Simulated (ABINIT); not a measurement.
# CsSnI3 (Pm-3m): G0W0 in ABINIT against the bands in the screening, part 2 of 2

Wanted: the cheapest bands in the screening that holds the gap of CsSnI3 (Pm-3m).

ABINIT 10.8.3; PBE and many-body steps on it, plane waves. Known limits of the many-body steps: not at the basis limit; exchange with frozen shells missing; screening runs away on this mesh; no spin-orbit coupling; coarse k mesh.

So far. Step 2 (Screening, 2×2×2 mesh, 30 bands, screening to 106.1 eV): Local fields lower ε∞ by 24 %. The value itself is an artefact of the mesh, where one narrow direct gap carries too much weight. Step 5 (54 bands): The gap on the mesh goes from 0.47 eV to 0.87 eV, a correction of +0.40 eV.

## Step 6: Screening, 2×2×2 mesh, 164 bands, screening to 106.1 eV

This step: RPA screening on PBE, plane waves, norm-conserving pseudopotentials.

File run.abi:

```
acell 3*1.0 Angstrom
rprim 
  6.286228000000 0.000000000000 0.000000000000
  0.000000000000 6.286228000000 0.000000000000
  0.000000000000 0.000000000000 6.286228000000
ntypat 3
znucl 55 50 53
natom 5
typat 1 2 3 3 3
xred 
  0.500000000000 0.500000000000 0.500000000000
  0.000000000000 0.000000000000 0.000000000000
  0.500000000000 0.000000000000 0.000000000000
  0.000000000000 0.000000000000 0.500000000000
  0.000000000000 0.500000000000 0.000000000000
pp_dirpath "pseudos"
pseudos "Cs.upf, Sn.upf, I.upf"
ecut 32
ngkpt 2 2 2
nshiftk 1
shiftk 0 0 0
kptopt 1
chksymbreak 0
istwfk *1
occopt 1
irdwfk 1
optdriver 3
nband 164
ecuteps 3.9
inclvkb 2
awtr 1
symchi 1
indata_prefix "in"
outdata_prefix "out"
tmpdata_prefix "tmp"
```

Run with:

```console
$ OMP_NUM_THREADS=1 mpirun -n 8 abinit run.abi > log
```

Output:

```text
.Version 10.8.3 of ABINIT. v10.8.2 released Aug 2026.

 Symmetries : space group Pm -3 m (#221); Bravais cP (primitive cubic)
[... echo of the input left out ...]
== DATASET  1 ==================================================================
-   mpi_nproc: 8, omp_nthreads: 1 (-1 if OMP is not activated)

--- !DatasetInfo
iteration_state: {dtset: 1, }
dimensions: {natom: 5, nkpt: 4, mband: 164, nsppol: 1, nspinor: 1, nspden: 1, mpw: 14592, }
cutoff_energies: {ecut:  32.0, pawecutdg:  -1.0, }
[...]
--------------------------------------------------------------------------------
[... chi0 elements left out ...]
 For q-point:  0.000010 0.000020 0.000030
  dielectric constant = 113.3101
  dielectric constant without local fields = 142.5424

  Average fulfillment of the sum rule on Im[epsilon] for q-point    1 :     73.98  [%]
[... wings left out ...]
  q-point number  2        q = ( 0.500000, 0.000000, 0.000000) [r.l.u.]
--------------------------------------------------------------------------------
[... chi0 elements left out ...]
  Average fulfillment of the sum rule on Im[epsilon] for q-point    2 :     81.60  [%]

 [... 2 further q-points ...]
```

It took 40 s on 8 MPI ranks of Intel Xeon Platinum 8488C (Sapphire Rapids), shared host; peak memory 4.2 GiB; 5.4 min of CPU time.

Numbers from this step:

| Item | Value |
| --- | --- |
| ε∞ with local fields, on this mesh, along the program's q direction | 113.3 |
| the same without local fields | 142.5 |
| plasma frequency | 15.63 eV |
| plane waves in the screening matrix | 619 |

## Step 7: 164 bands

This step: G0W0 on PBE, plane waves, norm-conserving pseudopotentials.

run.abi, as its differences from that of step 6:

```diff
@@ -26,8 +26,17 @@
 irdwfk 1
-optdriver 3
+optdriver 4
 nband 164
+gwcalctyp 0
+ecutsigx 32
+symsigma 1
+nkptgw 2
+kptgw 
+  0.5000000000 0.5000000000 0.5000000000
+  0.0000000000 0.0000000000 0.0000000000
+bdgw 
+  19 25
+  20 25
 ecuteps 3.9
-inclvkb 2
-awtr 1
-symchi 1
+irdscr 1
+ppmodel 1
 indata_prefix "in"
```

Output:

```text
.Version 10.8.3 of ABINIT. v10.8.2 released Aug 2026.

 Symmetries : space group Pm -3 m (#221); Bravais cP (primitive cubic)
[... echo of the input left out ...]
== DATASET  1 ==================================================================
-   mpi_nproc: 8, omp_nthreads: 1 (-1 if OMP is not activated)

--- !DatasetInfo
iteration_state: {dtset: 1, }
dimensions: {natom: 5, nkpt: 4, mband: 164, nsppol: 1, nspinor: 1, nspden: 1, mpw: 14592, }
cutoff_energies: {ecut:  32.0, pawecutdg:  -1.0, }
[...]
Band     E0 <VxcDFT>   SigX SigC(E0)      Z dSigC/dE  Sig(E)    E-E0       E
[...]
24   5.326  -6.045  -2.592  -3.175   0.819  -0.221  -5.818   0.227   5.554
       25   5.326  -6.045  -2.592  -3.175   0.819  -0.221  -5.818   0.227   5.554

== END DATASET(S) ==============================================================
================================================================================

 -outvars: echo values of variables after computation  --------
           etotal      0.0000000000E+00
            nband         164
             nkpt           4
          spgroup         221
 [... the other variables as echoed above ...]

 Calculation completed.
```

It took 22 s on 8 MPI ranks; peak memory 3.5 GiB.

This step gave:

```
G0W0 gap on the points computed              : 0.7950 eV
starting gap on the mesh                     : 0.4710 eV
k of the valence top                         : 0.5, 0.5, 0.5
k of the conduction bottom                   : 0.5, 0.5, 0.5
least direct G0W0 gap on the computed points : 0.7950 eV
```

Against the run before, the gap moves by −0.077 eV.

## Step 8: Screening, 2×2×2 mesh, 352 bands, screening to 106.1 eV

This step: RPA screening on PBE, plane waves, norm-conserving pseudopotentials.

run.abi, as its differences from that of step 7:

```diff
@@ -26,17 +26,8 @@
 irdwfk 1
-optdriver 4
-nband 164
-gwcalctyp 0
-ecutsigx 32
-symsigma 1
-nkptgw 2
-kptgw 
-  0.5000000000 0.5000000000 0.5000000000
-  0.0000000000 0.0000000000 0.0000000000
-bdgw 
-  19 25
-  20 25
+optdriver 3
+nband 352
 ecuteps 3.9
-irdscr 1
-ppmodel 1
+inclvkb 2
+awtr 1
+symchi 1
 indata_prefix "in"
```

Output:

```text
.Version 10.8.3 of ABINIT. v10.8.2 released Aug 2026.

 Symmetries : space group Pm -3 m (#221); Bravais cP (primitive cubic)
[... echo of the input left out ...]
== DATASET  1 ==================================================================
-   mpi_nproc: 8, omp_nthreads: 1 (-1 if OMP is not activated)

--- !DatasetInfo
iteration_state: {dtset: 1, }
dimensions: {natom: 5, nkpt: 4, mband: 352, nsppol: 1, nspinor: 1, nspden: 1, mpw: 14592, }
cutoff_energies: {ecut:  32.0, pawecutdg:  -1.0, }
[...]
--------------------------------------------------------------------------------
[... chi0 elements left out ...]
 For q-point:  0.000010 0.000020 0.000030
  dielectric constant = 114.9575
  dielectric constant without local fields = 142.5503

  Average fulfillment of the sum rule on Im[epsilon] for q-point    1 :     94.11  [%]
[... wings left out ...]
  q-point number  2        q = ( 0.500000, 0.000000, 0.000000) [r.l.u.]
--------------------------------------------------------------------------------
[... chi0 elements left out ...]
  Average fulfillment of the sum rule on Im[epsilon] for q-point    2 :     99.71  [%]

 [... 2 further q-points ...]
```

The job ended after 93 s (8 MPI ranks; peak memory 5.4 GiB).

Numbers from this step:

| Quantity | Value |
| --- | --- |
| ε∞ with local fields, on this mesh, along the program's q direction | 115.0 |
| the same without local fields | 142.6 |
| plasma frequency | 15.63 eV |
| plane waves in the screening matrix | 619 |

## Step 9: 352 bands

This step: G0W0 on PBE, plane waves, norm-conserving pseudopotentials.

run.abi, as its differences from that of step 8:

```diff
@@ -26,8 +26,17 @@
 irdwfk 1
-optdriver 3
-nband 352
+optdriver 4
+nband 164
+gwcalctyp 0
+ecutsigx 32
+symsigma 1
+nkptgw 2
+kptgw 
+  0.5000000000 0.5000000000 0.5000000000
+  0.0000000000 0.0000000000 0.0000000000
+bdgw 
+  19 25
+  20 25
 ecuteps 3.9
-inclvkb 2
-awtr 1
-symchi 1
+irdscr 1
+ppmodel 1
 indata_prefix "in"
```

Output:

```text
.Version 10.8.3 of ABINIT. v10.8.2 released Aug 2026.

 Symmetries : space group Pm -3 m (#221); Bravais cP (primitive cubic)
[... echo of the input left out ...]
== DATASET  1 ==================================================================
-   mpi_nproc: 8, omp_nthreads: 1 (-1 if OMP is not activated)

--- !DatasetInfo
iteration_state: {dtset: 1, }
dimensions: {natom: 5, nkpt: 4, mband: 164, nsppol: 1, nspinor: 1, nspden: 1, mpw: 14592, }
cutoff_energies: {ecut:  32.0, pawecutdg:  -1.0, }
[...]
Band     E0 <VxcDFT>   SigX SigC(E0)      Z dSigC/dE  Sig(E)    E-E0       E
[...]
24   5.326  -6.045  -2.592  -3.211   0.818  -0.222  -5.847   0.198   5.524
       25   5.326  -6.045  -2.592  -3.211   0.818  -0.222  -5.847   0.198   5.524

== END DATASET(S) ==============================================================
================================================================================

 -outvars: echo values of variables after computation  --------
           etotal      0.0000000000E+00
            nband         164
             nkpt           4
          spgroup         221
 [... the other variables as echoed above ...]

 Calculation completed.
```

It took 23 s on 8 MPI ranks; peak memory 3.5 GiB; 3 min of CPU time.

Numbers from this step:

```yaml
g0w0_gap_on_the_points_computed: 0.812 eV
starting_gap_on_the_mesh: 0.4710 eV
k_of_the_valence_top: 0.5, 0.5, 0.5
k_of_the_conduction_bottom: 0.5, 0.5, 0.5
least_direct_g0w0_gap_on_the_computed_points: 0.812 eV
```

Against the run before, the gap moves by +0.017 eV.

## Step 10: Side by side

Times are wall times on 8 MPI ranks of Intel Xeon Platinum 8488C (Sapphire Rapids), shared host, good to a factor of about two. A run's time includes the screening step that it read.

| run | mesh | bands | screening cutoff (eV) | DFT gap (eV) | gap on the mesh (eV) | direct (eV) | ε∞ used | time |
| --- | --- | --- | --- | --- | --- | --- | --- | --- |
| 30 bands | 2×2×2 | 164 | 106.1 | 0.471 | 1.049 | 1.049 | 107.51 | 33 s |
| 54 bands | 2×2×2 | 164 | 106.1 | 0.471 | 0.872 | 0.872 | 109.90 | 41 s |
| 164 bands | 2×2×2 | 164 | 106.1 | 0.471 | 0.795 | 0.795 | 113.31 | 63 s |
| 352 bands | 2×2×2 | 164 | 106.1 | 0.471 | 0.812 | 0.812 | 114.96 | 1.9 min |

## Step 11: Outcome

```json
{
 "30 bands": "1.049 eV",
 "54 bands": "0.872 eV",
 "164 bands": "0.795 eV",
 "352 bands": "0.812 eV",
 "known limits": "not at the basis limit; exchange with frozen shells missing; screening runs away on this mesh; no spin-orbit coupling; coarse k mesh"
}
```

What this shows: The setting moved: bands in the screening. From 30 bands to 352 bands the gap moves by −0.24 eV, for 3.5 times the time. The last step still moves it by +0.017 eV. Bands and screening cutoff are coupled, so a series along one setting does not show full convergence. Bands and cutoff are finite, so the gap is not at the basis limit. The miss can reach some tenths of an eV and take either sign; the mesh is an error of its own. In the first G0W0 run levels were corrected at 2 k points alone, so a gap called «on the mesh» is the least over those, and an edge elsewhere would be missed. The 2×2×2 mesh is coarse for this cell, which bears on the long-range parts of exchange and screening. This is the ideal cubic cell; many perovskites, halides above all, are cubic only on average, and local tilts or off-centring can widen the gap. The norm-conserving file of at least one element keeps a d shell over frozen s and p shells of the same row. Exchange with those shells is missing from the self-energy, an error of 0.3 to 0.9 eV in cases checked, whose sign depends on which edge lies on those atoms. For the PBE start: On this mesh the RPA ε∞ passes 90, more than nearly any semiconductor shows; a coarse mesh does this where one point with a narrow direct gap carries much weight. The screening is then too strong, and the G0W0 gap should not be taken as the material's. The many-body steps are scalar-relativistic: spin-orbit coupling is not in them.

[Paths, hosts, dates, memory and timing lines, banners, echoed tables and standing remarks are left out of the program output.]

[Logs are printed without paths, hosts, clocks, repeated set-up lines and the standing remarks that a program may print on its own settings, such as how far it seeks lower states.]

[Runs of the session that timed out or met a known fault of the program may be left out.]

[No measured gap is set beside runs whose start may be inverted or whose files or cutoffs have a known fault.]

[Hosts, paths, dates, database ids (printed as entryN), source tags and the programs' standing remarks are cut or masked in the printed files.]

[G0W0 gaps are taken among the corrected bands and points alone; a level outside them can change the order at an edge.]

[Where Ansatz stands beside ABINIT at settings called matched, ABINIT's density can come from a denser mesh and the files from another edition; pairs whose starting gaps differed by over 0.03 eV were left out, so agreement reads better than it is.]
